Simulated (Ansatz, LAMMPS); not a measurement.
# Glassy 96GeO2-4K2O (mol %) (81 atoms) under strain: runs compared

Aim: relax glassy 96GeO2-4K2O (mol %) (81 atoms), then change its volume and shape to read moduli from the stress.

Computed with Ansatz 0.2.0: Kohn-Sham DFT, PBE, PAW (set soft_2), plane waves.

### Step 1. The cell as built

The cell holds 81 atoms: 26 Ge, 2 K and 53 O. Its edges and angles: a = 10.886 Å, b = 10.886 Å, c = 10.886 Å, α = 90.0°, β = 90.0°, γ = 90.0°. 81 atoms (26 Ge, 2 K, 53 O) placed at random at 3.63 g/cm³, melted at 4000 K for 10 ps at fixed volume with the Morse and Coulomb pair potential with partial charges (Pedone, Malavasi, Menziani, Cormack and Segre, J. Phys. Chem. B 110, 11780 (2006)). Quenched from 4000 K to 300 K at 20 K/ps and fixed volume, held 10 ps at zero pressure.

What the set-up can't give: The quench rate of 20 K/ps is many orders above laboratory rates, so the cell is likely richer in defects and strain than a real sample. The network of bonds at the start is that of the classical potential that made the cell, and needn't be the one that DFT or experiment would give. The Brillouin zone is sampled at Γ only.

### Step 2. The reference run

The reference is a single point at the end of the relaxation.

Every strained cell starts from the geometry of this run, and its atoms are relaxed with the cell held.

Its input, with most atom lines left out:

```yaml
crystal:
  lattice:
    - [11.08459, 0.03576, 0.1887]
    - [0.03576, 10.32781, -0.14589]
    - [0.1887, -0.14589, 10.70178]
  atoms:
    - { symbol: Ge, position: [0.32002, 0.32051, 0.52077] }
    - { symbol: Ge, position: [0.6172, 0.46887, 0.68033] }
    - { symbol: Ge, position: [0.33143, 0.63123, 0.50381] }
    - { symbol: Ge, position: [0.42322, 0.6709, 0.80537] }
    - { symbol: Ge, position: [0.08584, 0.68504, 0.34691] }
    - { symbol: Ge, position: [0.81785, 0.79352, 0.46758] }
    - { symbol: Ge, position: [0.66506, 0.55068, 0.38942] }
    [... atom lines 8 to 81 left out ...]
kpoints:
  mp_grid: { grid: [1, 1, 1] }
hamiltonian:
  xc: pbe
scf:
  occupations: { method: fixed }
output:
  forces: true
  stress: true
  populations: true
  dos:
    method: { smearing: { sigma: 0.08 } }
    de: 0.1
    projected: { site_lists: { Ge: [Ge], K: [K], O: [O] } }
  eigenvalues: true
  write_density: true
  write_potential: true
  volumetric_format: npy
```

| Quantity | Value |
| --- | --- |
| free energy per atom | -1787.8239 eV/atom |
| r.m.s. force component | 0.00369 eV/Å |
| pressure | -0.0205 GPa |

Filled and empty levels are parted by 2.31 eV (at Γ alone); a semilocal functional tends to put such gaps too low. In a disordered cell it changes from sample to sample, and tail or defect levels can set it.

### Step 3. The runs

Each row is one run, on 4 threads of Arm Neoverse V1, shared host. The free energy is the program's total, comparable only between runs with the same functional, potentials and atoms.

```
                                 run  atoms    outcome  ionic steps, all passes  free energy (eV)     time  host memory (GiB)
           Single point at the start     81  converged                        -       -144802.548     18 s                1.7
              Cell and atoms relaxed     81  converged                       31       -144813.733  8.6 min                1.7
Single point at the relaxed geometry     81  converged                        -       -144813.733     27 s                1.7
                         Volume -3 %     81  converged                        5       -144813.586     91 s                1.7
                         Volume +3 %     81  converged                        6       -144813.610    2 min                1.7
                         Volume -6 %     81  converged                        9       -144813.170  2.9 min                1.7
                         Volume +6 %     81  converged                       16       -144813.294  5.3 min                1.8
                        Volume -10 %     81  converged                       13       -144812.150  3.7 min                1.6
            Stretched by 1 % along x     81  converged                        4       -144813.710     81 s                1.7
           Compressed by 1 % along x     81  converged                        4       -144813.701     79 s                1.7
                Sheared by 2 % in xy     81  converged                        4       -144813.693     75 s                1.7
```

In some runs the program notes that the SCF threshold is loose for the stress.

### Step 4. Pressure against volume

Atoms are relaxed at each volume, in the scaled cell.

```
volume change (%)  volume (Å³/atom)  energy change (meV/atom)  pressure (GPa)  largest move on relaxing (Å)  bonds  gap (eV)
              -10            13.606                     19.53            4.45                          0.58      -                2.49
               -6            14.210                      6.95            2.53                          0.36      -                2.43
               -3            14.664                      1.82            1.29                          0.08      -                2.40
               +0            15.117                      0.00           -0.02                             -      -                2.31
               +3            15.571                      1.52           -1.14                          0.09      -                2.23
               +6            16.025                      5.42           -2.05                          0.64      -                2.25
```

### Step 5. Uniaxial strain and shear

Stress (GPa, compression positive) less that of the relaxed cell, atoms relaxed:

```
                   strain      xx      yy      zz      xy  energy change (meV/atom)
 stretched by 1 % along x  -0.634  -0.219  -0.134   0.026                      0.28
compressed by 1 % along x   0.713   0.270   0.189  -0.024                      0.39
     sheared by 2 % in xy   0.056   0.122   0.138  -0.547                      0.49
```

### Step 6. Findings

The bulk modulus, from the slope of pressure against ln V over the three points nearest the relaxed volume, is 40.6 GPa; between neighbouring points the slope runs 44, 39, 43, 38 and 31 GPa from the smallest volume up, without a steady fall, so no pressure derivative is given. At -10 % and +6 % some atom moved by over 0.5 Å on relaxing, so those points may sit in another local minimum. The gap goes from 2.49 eV at the smallest volume to 2.25 eV at the largest, -1.7 eV per unit of ln V by a straight line, not monotonically (lowest 2.23, highest 2.49 eV), on the run's k-points. In the Cartesian axes of the cell, finite differences give C11 = 67.3, C12 = 24.5, C13 = 16.2 and C66 = 27.4 GPa (the shear of 2 % is the engineering strain, εxy = 0.01). The mean of C11, C12 and C13, which equals the bulk modulus in a cubic or isotropic solid, is 36.0 GPa: it lies 11 % under the bulk modulus from the volumes. For an isotropic solid C66 would equal (C11 − C12)/2 = 21.4 GPa; so small a sample needn't be isotropic, and C66 rests on one shear. With the bulk modulus and C66 as K and G, Young's modulus would be about 67 GPa and Poisson's ratio 0.23.

Caveats: Strains are finite and relaxations stop at the force tolerance of the input, which can leave moduli too stiff; they are those of a static cell at zero temperature. Volumes are changed with the cell's shape held, so in an anisotropic solid the modulus lies over the one under free hydrostatic load. The program notes that the SCF threshold of the relaxations is loose for the stress.

The DFT runs together took 29 min of wall time.

[Logs are printed without paths, hosts, clocks, repeated set-up lines and the standing remarks that a program may print on its own settings, such as how far it seeks lower states.]

[Hosts, paths, dates, database ids (printed as entryN), source tags and the programs' standing remarks are cut or masked in the printed files.]
